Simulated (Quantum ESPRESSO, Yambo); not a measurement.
# WS2 (Tungstenite): G0W0 in Yambo against the screening cutoff

How does the gap of WS2 (Tungstenite) converge in the screening cutoff?

Program: Yambo 5.3.0. Level of theory: PBEsol and many-body steps on it, plane waves. Results are calculated unless marked as measured.

### 1. The structure

The structure is trigonal, space group R3m (No. 160). The conventional cell has a = 3.158 Å, b = 3.158 Å, c = 18.490 Å, α = 90.00°, β = 90.00°, γ = 120.00°. Nearest to W lie 6 S at 2.40 Å. Nearest to S lie 3 W at 2.40 Å. S has 3 W at 2.40 Å nearest. Farther neighbours and most contacts between anions are not listed.

Structure file:

```cif
data_structure
_symmetry_space_group_name_H-M 'R3m:H'
_symmetry_Int_Tables_number 160
_cell_length_a 3.1580
_cell_length_b 3.1580
_cell_length_c 18.4900
_cell_angle_alpha 90.000
_cell_angle_beta 90.000
_cell_angle_gamma 120.000
_cell_volume 159.70
loop_
_atom_site_label
_atom_site_type_symbol
_atom_site_symmetry_multiplicity
_atom_site_Wyckoff_symbol
_atom_site_fract_x
_atom_site_fract_y
_atom_site_fract_z
_atom_site_occupancy
W1 W 3 a 0.66667 0.33333 0.33267 1
S1 S 3 a 0.66667 0.33333 0.08379 1
S2 S 3 a 0.33333 0.66667 0.24817 1
```

Geometry: measured (diffraction); atoms relaxed with PBEsol. The runs that relaxed it are not among those shown. Spin-orbit coupling is left out unless a step names it.

### 2. 2.5 Ha

This step: Yambo 5.3.0; G0W0 on PBEsol, plane waves, norm-conserving pseudopotentials.

G0W0 replaces the xc potential by the self-energy, built once from these orbitals. Only a window of levels is corrected, while the sums run over the empty bands that the input names.

File gw7.in:

```
HF_and_locXC
gw0
dyson
ppa
em1d
rim_cut
RandQpts= 1000000
RandGvec= 1 RL
EXXRLvcs= 62 Ry
VXCRLvcs= 248 Ry
Chimod= "HARTREE"
% BndsRnXp
 1 | 99 |
%
NGsBlkXp= 5 Ry
% LongDrXp
 1 | 1 | 1 |
%
% GbndRnge
 1 | 99 |
%
DysSolver= "n"
ExtendOut
PPAPntXp= 27.21138 eV
% QPkrange
 13 | 13 | 12 | 15 |
 2 | 2 | 12 | 15 |
 1 | 1 | 12 | 15 |
%
```

The run is started by

```
> OMP_NUM_THREADS=1 mpirun -n 4 yambo -F gw7.in -J gw7 -C gw7 > gw7.log
```

Output:

```text
 Yambo, version 5.3.0

 [02] CORE Variables Setup
 =========================

  [... cell, symmetries and grids as in the set-up ...]

  [02.05] Energies & Occupations
  ==============================

  [X] === General ===
  [X] Electronic Temperature                        :  0.000000  0.000000 [eV K]
  [X] Bosonic    Temperature                        :  0.000000  0.000000 [eV K]
  [X] Finite Temperature mode                       : no
  [X] El. density                                   :  0.48843E+24 [cm-3]
  [X] Fermi Level                                   :  11.65913 [eV]

  [X] === Gaps and Widths ===
  [X] Conduction Band Min                           :  1.328493 [eV]
  [X] Valence Band Max                              :  0.000000 [eV]
  [X] Filled Bands                                  :  13
  [X] Empty Bands                                   :    14   354
  [X] Direct Gap                                    :  2.286224 [eV]
  [X] Direct Gap localized at k                     :  13
  [X] Indirect Gap                                  :  1.328493 [eV]
  [X] Indirect Gap between kpts                     :  13   2
  [X] Last valence band width                       :  1.747312 [eV]
  [X] 1st conduction band width                     :  0.957731 [eV]

 [03] Transferred momenta grid and indexing
 ==========================================

 IBZ Q-points                                      :  13
 BZ  Q-points                                      :   64

 K/Q-points units:
 rlu = crystal or reduced units; cc = cartesian coordinates; iku = interal k-units

 Q [ 1]         [rlu]:  0.000000  0.000000  0.000000
 Q [ 2]         [rlu]: -0.56222E-16 -0.56222E-16  0.25000
 Q [ 3]         [rlu]:  0.33238E-16  0.33238E-16 -0.50000
 Q [ 4]         [rlu]: -0.13172E-15  0.25000      0.25000
 Q [ 5]         [rlu]:  0.17593E-15  0.25000      0.50000
 Q [ 6]         [rlu]:  0.68985E-16  0.25000     -0.25000
 Q [ 7]         [rlu]: -0.57439E-16 -0.50000     -0.50000
 Q [ 8]         [rlu]:  0.250000  0.250000  0.250000
 Q [ 9]         [rlu]:  0.250000  0.250000  0.500000
 Q [10]         [rlu]:  0.250000  0.250000 -0.250000
 Q [11]         [rlu]:  0.250000  0.500000  0.500000
 Q [12]         [rlu]:  0.250000  0.500000  0.750000
 Q [13]         [rlu]: -0.500000 -0.500000 -0.500000

 [04] Coloumb potential Random Integration (RIM)
 ===============================================

  [04.01] RIM initialization
  ==========================

  * Diagonal components only detected *

  8 x (sBL volume)        :  0.086314 [a.u.]
  sBZ random points       :  1000000
  Points outside the sBZ  :   7973991
  RL volume               :  0.690514 [a.u.]
  Integrated volume       :  0.692766 [a.u.]

  [04.02] RIM integrals
  =====================

  Gamma point sphere radius             :  0.080164 [a.u.]
  Points outside the sphere             :   807338
  [Int_sBZ(q=0) 1/q^2]*(Vol_sBZ)^(-1/3) =:  7.311716
                                 should be <:  7.795600

  Summary of Coulomb integrals for non-metallic bands |Q|[au] RIM/Bare

  Q [1] 0.100000E-4 0.937929 * Q [8] 0.134867 0.695428
  Q [13] 0.269734 0.898355 * Q [2] 0.307240 1.134037
  Q [4] 0.316953 1.112672 * Q [9] 0.353145 1.053700
  Q [11] 0.378022 1.033916 * Q [6] 0.526428 1.047368
  Q [5] 0.543429 1.038915 * Q [12] 0.591509 1.024150
  Q [10] 0.609527 1.035358 * Q [3] 0.614480 1.033907
  Q [7] 0.633907 1.028584

 [WARNING] [Xp] User bands 1-99 break level degeneracy

 [05] Dipoles
 ============

  [05.01] Setup: observables and procedures
  =========================================

  [WARNING] [x,Vnl] slows the Dipoles computation. To neglect it rename the ns.kb_pp file

 [06] Dynamic Dielectric Matrix (PPA)
 ====================================

 [WR./gw7//ndb.pp]---------------------------------------------------------------
  Brillouin Zone Q/K grids (IBZ/BZ)                :   13   64   13   64
  RL vectors                                       :   4059 [WF]
  Coulomb cutoff potential                         : none
[...]
X Time ordering                                  : R
  X Hxc Kernel                                     : HARTREE
  X Drude frequency                                :  0.000000  0.000000
  X poles                                          :  100.0000 [o/o]
  RL vectors in the sum                            :   4059
  [r,Vnl] included                                 : yes
  Field direction                                  :  0.577350E-5  0.577350E-5  0.577350E-5
  BZ energy Double Grid                            : no
  BZ energy DbGd points                            : 0
  BZ Q point size factor                           : -1.000000
  X Optical Averaged directions                    : none

 [07] Local Exchange-Correlation + Non-Local Fock
 ================================================

 [VXC] Plane waves :  23591
 [EXS] Plane waves :  2975

 QP @ state[ 1 ] K range:  1  2
 QP @ state[ 1 ] b range:  12  15
 QP @ state[ 2 ] K range:  13  13
 QP @ state[ 2 ] b range:  12  15

 [xc] Functional : Perdew, Burke & Ernzerhof SOL(X)+Perdew, Burke & Ernzerhof SOL(C)
 [xc] LIBXC used to calculate xc functional
  PP Number of Atomic Species                      :  2
  NLCC RL compoments                               :  23591
  PP Number of Atomic Species                      :  2
  NLCC RL compoments                               :  23591

 [xc] E_xc :  -12.11914 [Ha]
      E_xc :  -24.23828 [Ry]

  Local XC kind (lXC) : Perdew, Burke & Ernzerhof SOL(X)+Perdew, Burke & Ernzerhof SOL(C)
  Non-Local XC kind (nlXC) : Hartree-Fock

  Corrections @ K [1] :  [eV]
 <12|nlXC|12> = -16.32478  0.49867E-17 <12|lXC|12> = -13.62196 -0.18881E-15
 <13|nlXC|13> = -15.32830  0.26822E-16 <13|lXC|13> = -14.44610 -0.17521E-19
 <14|nlXC|14> = -10.47783  0.34052E-19 <14|lXC|14> = -15.04551 -0.19818E-36
 <15|nlXC|15> = -10.47783 -0.50073E-17 <15|lXC|15> = -15.04551  0.16088E-34

  Corrections @ K [2] :  [eV]
 <12|nlXC|12> = -16.27256 -0.24544E-17 <12|lXC|12> = -13.66537  0.18882E-15
 <13|nlXC|13> = -16.09274  0.62449E-17 <13|lXC|13> = -14.76778 -0.47205E-16
[...]
Corrections @ K [13] :  [eV]
[...]
<13|nlXC|13> = -16.01141 -0.15098E-16 <13|lXC|13> = -15.56243  0.48835E-20
 <14|nlXC|14> = -10.48927 -0.90259E-19 <14|lXC|14> = -15.04504  0.94408E-16
 <15|nlXC|15> = -10.48927 -0.25279E-17 <15|lXC|15> = -15.04504  0.18882E-15

  [07.01] Hartree-Fock occupations report
  =======================================

  [Hartree-Fock] === General ===
  [Hartree-Fock] Electronic Temperature             :  0.000000  0.000000 [eV K]
  [Hartree-Fock] Bosonic    Temperature             :  0.000000  0.000000 [eV K]
  [Hartree-Fock] Finite Temperature mode            : no
  [Hartree-Fock] El. density                        :  0.48843E+24 [cm-3]
  [Hartree-Fock] Fermi Level                        :  11.65913 [eV]

  [Hartree-Fock] === Gaps and Widths ===
  [Hartree-Fock] Conduction Band Min                :  1.420735 [eV]
  [Hartree-Fock] Valence Band Max                   : -0.331549 [eV]
  [Hartree-Fock] Filled Bands                       :  13
  [Hartree-Fock] Empty Bands                        :    14   354
  [Hartree-Fock] Direct Gap                         :  2.564809 [eV]
  [Hartree-Fock] Direct Gap localized at k          :   8
  [Hartree-Fock] Indirect Gap                       :  1.752284 [eV]
  [Hartree-Fock] Indirect Gap between kpts          :   8   6
  [Hartree-Fock] Last valence band width            :  2.647953 [eV]
  [Hartree-Fock] 1st conduction band width          :  5.421253 [eV]

 [08] Dyson equation: Newton solver
 ==================================

  [08.01] G0W0 (W PPA)
  ====================

  [  GW  ] Bands range     :    1   99
  [GW/PPA] G damping       :  0.100000 [eV]

  QP @ state[ 1 ] K range:  1  2
  QP @ state[ 1 ] b range:  12  15
  QP @ state[ 2 ] K range:  13  13
  QP @ state[ 2 ] b range:  12  15

   Sc/G bands                                       :    1   99
   Sc/G damping                                     :  0.100000 ev
   Sc bands terminator                              : no
   Sx RL components                                 :  2975

   QP @ state[ 1 ] K range                          :  1  2
   QP @ state[ 1 ] b range                          :  12  15
   QP @ state[ 2 ] K range                          :  13  13
   QP @ state[ 2 ] b range                          :  12  15
   GF energies kind                                 : Perdew, Burke & Ernzerhof SOL(X)+Perdew, Burke & Ernzerhof SOL(C)
   GF WF`s kind                                     : Perdew, Burke & Ernzerhof SOL(X)+Perdew, Burke & Ernzerhof SOL(C)
   Xs energies kind                                 : Perdew, Burke & Ernzerhof SOL(X)+Perdew, Burke & Ernzerhof SOL(C)
   Xs WF`s kind                                     : Perdew, Burke & Ernzerhof SOL(X)+Perdew, Burke & Ernzerhof SOL(C)

 [11] Game Over & Game summary
```

Wall time 3.7 min (4 MPI ranks of Arm Neoverse V1, shared host); peak memory 3.1 GiB; 15 min of CPU time.

Numbers from this step:

| Quantity | Value |
| --- | --- |
| G0W0 gap on the points computed | 1.759 eV |
| starting gap on the mesh | 1.328 eV |
| k of the valence top | -0.5, -0.5, -0.5 |
| k of the conduction bottom | 0, 0, 0.25 |
| least direct G0W0 gap on the computed points | 2.766 eV |
| Z at the valence top | 0.7961 |
| Z at the conduction bottom | 0.8025 |

The gap on the mesh goes from 1.33 eV to 1.76 eV, a correction of +0.43 eV.

### 3. 4 Ha

gw8.in, as its differences from gw7.in of step 2:

```diff
@@ -14,3 +14,3 @@
 %
-NGsBlkXp= 5 Ry
+NGsBlkXp= 8 Ry
 % LongDrXp
```

The run is started by

```
> OMP_NUM_THREADS=1 mpirun -n 4 yambo -F gw8.in -J gw8 -C gw8 > gw8.log
```

Output:

```text
 Yambo, version 5.3.0

 [02] CORE Variables Setup
 =========================

  [... cell, symmetries and grids as in the set-up ...]

  [02.05] Energies & Occupations
  ==============================

  [X] === General ===
  [X] Electronic Temperature                        :  0.000000  0.000000 [eV K]
  [X] Bosonic    Temperature                        :  0.000000  0.000000 [eV K]
  [X] Finite Temperature mode                       : no
  [X] El. density                                   :  0.48843E+24 [cm-3]
  [X] Fermi Level                                   :  11.65913 [eV]

  [X] === Gaps and Widths ===
  [X] Conduction Band Min                           :  1.328493 [eV]
  [X] Valence Band Max                              :  0.000000 [eV]
  [X] Filled Bands                                  :  13
  [X] Empty Bands                                   :    14   354
  [X] Direct Gap                                    :  2.286224 [eV]
  [X] Direct Gap localized at k                     :  13
  [X] Indirect Gap                                  :  1.328493 [eV]
  [X] Indirect Gap between kpts                     :  13   2
  [X] Last valence band width                       :  1.747312 [eV]
  [X] 1st conduction band width                     :  0.957731 [eV]

 [03] Transferred momenta grid and indexing
 ==========================================

 IBZ Q-points                                      :  13
 BZ  Q-points                                      :   64

 K/Q-points units:
 rlu = crystal or reduced units; cc = cartesian coordinates; iku = interal k-units

 Q [ 1]         [rlu]:  0.000000  0.000000  0.000000
 Q [ 2]         [rlu]: -0.56222E-16 -0.56222E-16  0.25000
 Q [ 3]         [rlu]:  0.33238E-16  0.33238E-16 -0.50000
[...]
[Hartree-Fock] El. density                        :  0.48843E+24 [cm-3]
  [Hartree-Fock] Fermi Level                        :  11.65913 [eV]

  [Hartree-Fock] === Gaps and Widths ===
  [Hartree-Fock] Conduction Band Min                :  1.420735 [eV]
  [Hartree-Fock] Valence Band Max                   : -0.331549 [eV]
  [Hartree-Fock] Filled Bands                       :  13
  [Hartree-Fock] Empty Bands                        :    14   354
  [Hartree-Fock] Direct Gap                         :  2.564809 [eV]
  [Hartree-Fock] Direct Gap localized at k          :   8
  [Hartree-Fock] Indirect Gap                       :  1.752284 [eV]
  [Hartree-Fock] Indirect Gap between kpts          :   8   6
  [Hartree-Fock] Last valence band width            :  2.647953 [eV]
  [Hartree-Fock] 1st conduction band width          :  5.421253 [eV]

 [08] Dyson equation: Newton solver
 ==================================

  [08.01] G0W0 (W PPA)
  ====================

  [  GW  ] Bands range     :    1   99
  [GW/PPA] G damping       :  0.100000 [eV]

  QP @ state[ 1 ] K range:  1  2
  QP @ state[ 1 ] b range:  12  15
  QP @ state[ 2 ] K range:  13  13
  QP @ state[ 2 ] b range:  12  15

   Sc/G bands                                       :    1   99
   Sc/G damping                                     :  0.100000 ev
   Sc bands terminator                              : no
   Sx RL components                                 :  2975

   QP @ state[ 1 ] K range                          :  1  2
   QP @ state[ 1 ] b range                          :  12  15
   QP @ state[ 2 ] K range                          :  13  13
   QP @ state[ 2 ] b range                          :  12  15
   GF energies kind                                 : Perdew, Burke & Ernzerhof SOL(X)+Perdew, Burke & Ernzerhof SOL(C)
   GF WF`s kind                                     : Perdew, Burke & Ernzerhof SOL(X)+Perdew, Burke & Ernzerhof SOL(C)
   Xs energies kind                                 : Perdew, Burke & Ernzerhof SOL(X)+Perdew, Burke & Ernzerhof SOL(C)
   Xs WF`s kind                                     : Perdew, Burke & Ernzerhof SOL(X)+Perdew, Burke & Ernzerhof SOL(C)

 [11] Game Over & Game summary
```

Elapsed: 4.3 min, on 4 MPI ranks; peak memory 3.1 GiB; 17 min of CPU time.

Numbers from this step:

```
G0W0 gap on the points computed              : 1.822 eV
starting gap on the mesh                     : 1.328 eV
k of the valence top                         : -0.5, -0.5, -0.5
k of the conduction bottom                   : 0, 0, 0.25
least direct G0W0 gap on the computed points : 2.811 eV
Z at the valence top                         : 0.7916
Z at the conduction bottom                   : 0.7989
```

Against the run before, the gap moves by +0.063 eV.

### 4. 8 Ha

gw9.in, as its differences from gw8.in of step 3:

```diff
@@ -14,3 +14,3 @@
 %
-NGsBlkXp= 8 Ry
+NGsBlkXp= 16 Ry
 % LongDrXp
```

The run is started by

```
> OMP_NUM_THREADS=1 mpirun -n 4 yambo -F gw9.in -J gw9 -C gw9 > gw9.log
```

Output:

```text
 Yambo, version 5.3.0

 [02] CORE Variables Setup
 =========================

  [... cell, symmetries and grids as in the set-up ...]

  [02.05] Energies & Occupations
  ==============================

  [X] === General ===
  [X] Electronic Temperature                        :  0.000000  0.000000 [eV K]
  [X] Bosonic    Temperature                        :  0.000000  0.000000 [eV K]
  [X] Finite Temperature mode                       : no
  [X] El. density                                   :  0.48843E+24 [cm-3]
[...]
QP @ state[ 1 ] b range                          :  12  15
   QP @ state[ 2 ] K range                          :  13  13
   QP @ state[ 2 ] b range                          :  12  15
   GF energies kind                                 : Perdew, Burke & Ernzerhof SOL(X)+Perdew, Burke & Ernzerhof SOL(C)
   GF WF`s kind                                     : Perdew, Burke & Ernzerhof SOL(X)+Perdew, Burke & Ernzerhof SOL(C)
   Xs energies kind                                 : Perdew, Burke & Ernzerhof SOL(X)+Perdew, Burke & Ernzerhof SOL(C)
   Xs WF`s kind                                     : Perdew, Burke & Ernzerhof SOL(X)+Perdew, Burke & Ernzerhof SOL(C)

 [11] Game Over & Game summary
```

Run time: 8.4 min. Hardware: 4 MPI ranks; peak memory 3.1 GiB; 34 min of CPU time.

Numbers from this step:

- G0W0 gap on the points computed: 1.845 eV
- starting gap on the mesh: 1.328 eV
- k of the valence top: -0.5, -0.5, -0.5
- k of the conduction bottom: 0, 0, 0.25
- least direct G0W0 gap on the computed points: 2.835 eV

Against the run before, the gap moves by +0.022 eV.

### 5. 10 Ha

gw10.in, as its differences from gw9.in of step 4:

```diff
@@ -14,3 +14,3 @@
 %
-NGsBlkXp= 16 Ry
+NGsBlkXp= 20 Ry
 % LongDrXp
```

The run is started by

```
> OMP_NUM_THREADS=1 mpirun -n 4 yambo -F gw10.in -J gw10 -C gw10 > gw10.log
```

Output:

```text
 Yambo, version 5.3.0

 [02] CORE Variables Setup
 =========================

  [... cell, symmetries and grids as in the set-up ...]

  [02.05] Energies & Occupations
  ==============================

  [X] === General ===
  [X] Electronic Temperature                        :  0.000000  0.000000 [eV K]
  [X] Bosonic    Temperature                        :  0.000000  0.000000 [eV K]
  [X] Finite Temperature mode                       : no
  [X] El. density                                   :  0.48843E+24 [cm-3]
[...]
QP @ state[ 1 ] b range                          :  12  15
   QP @ state[ 2 ] K range                          :  13  13
   QP @ state[ 2 ] b range                          :  12  15
   GF energies kind                                 : Perdew, Burke & Ernzerhof SOL(X)+Perdew, Burke & Ernzerhof SOL(C)
   GF WF`s kind                                     : Perdew, Burke & Ernzerhof SOL(X)+Perdew, Burke & Ernzerhof SOL(C)
   Xs energies kind                                 : Perdew, Burke & Ernzerhof SOL(X)+Perdew, Burke & Ernzerhof SOL(C)
   Xs WF`s kind                                     : Perdew, Burke & Ernzerhof SOL(X)+Perdew, Burke & Ernzerhof SOL(C)

 [11] Game Over & Game summary
```

Run time: 13 min. Hardware: 4 MPI ranks; peak memory 3.1 GiB; 53 min of CPU time.

This step gave:

- G0W0 gap on the points computed: 1.846 eV
- starting gap on the mesh: 1.328 eV
- k of the valence top: -0.5, -0.5, -0.5
- k of the conduction bottom: 0, 0, 0.25
- least direct G0W0 gap on the computed points: 2.836 eV

Against the run before, the gap moves by +0.002 eV.

### 6. Side by side

Times are wall times on 4 MPI ranks of Arm Neoverse V1, shared host, good to a factor of about two.

| run | mesh | bands | screening cutoff (eV) | DFT gap (eV) | gap on the mesh (eV) | direct (eV) | time |
| --- | --- | --- | --- | --- | --- | --- | --- |
| 2.5 Ha | 4×4×4 | 99 | 68 | 1.328 | 1.759 | 2.766 | 3.7 min |
| 4 Ha | 4×4×4 | 99 | 108.8 | 1.328 | 1.822 | 2.811 | 4.3 min |
| 8 Ha | 4×4×4 | 99 | 217.7 | 1.328 | 1.845 | 2.835 | 8.4 min |
| 10 Ha | 4×4×4 | 99 | 272.1 | 1.328 | 1.846 | 2.836 | 13 min |

### 7. Outcome

```
2.5 Ha       : 1.759 eV
4 Ha         : 1.822 eV
8 Ha         : 1.845 eV
10 Ha        : 1.846 eV
known limits : not at the basis limit; no spin-orbit coupling
```

The setting moved: screening cutoff. From 2.5 Ha to 10 Ha the gap moves by +0.09 eV, for 3.6 times the time. It holds to 0.03 eV from 4 Ha on. Bands and screening cutoff are coupled, so a series along one setting does not show full convergence. Bands and cutoff are finite, so the gap is not at the basis limit. The miss can reach some tenths of an eV and take either sign; the mesh is an error of its own. In the G0W0 runs levels were corrected at 3 k points alone, so a gap called «on the mesh» is the least over those, and an edge elsewhere would be missed. A denser mesh or path gives a starting gap of 0.98 eV: the GW mesh misses a band edge, so its gaps are not the fundamental one. The many-body steps are scalar-relativistic: spin-orbit coupling is not in them.

[Paths, hosts, dates, memory and timing lines, banners, echoed tables and standing remarks are left out of the program output.]

[Logs are printed without paths, hosts, clocks, repeated set-up lines and the standing remarks that a program may print on its own settings, such as how far it seeks lower states.]

[Runs of the session that timed out or met a known fault of the program may be left out.]

[Hosts, paths, dates, database ids (printed as entryN), source tags and the programs' standing remarks are cut or masked in the printed files.]
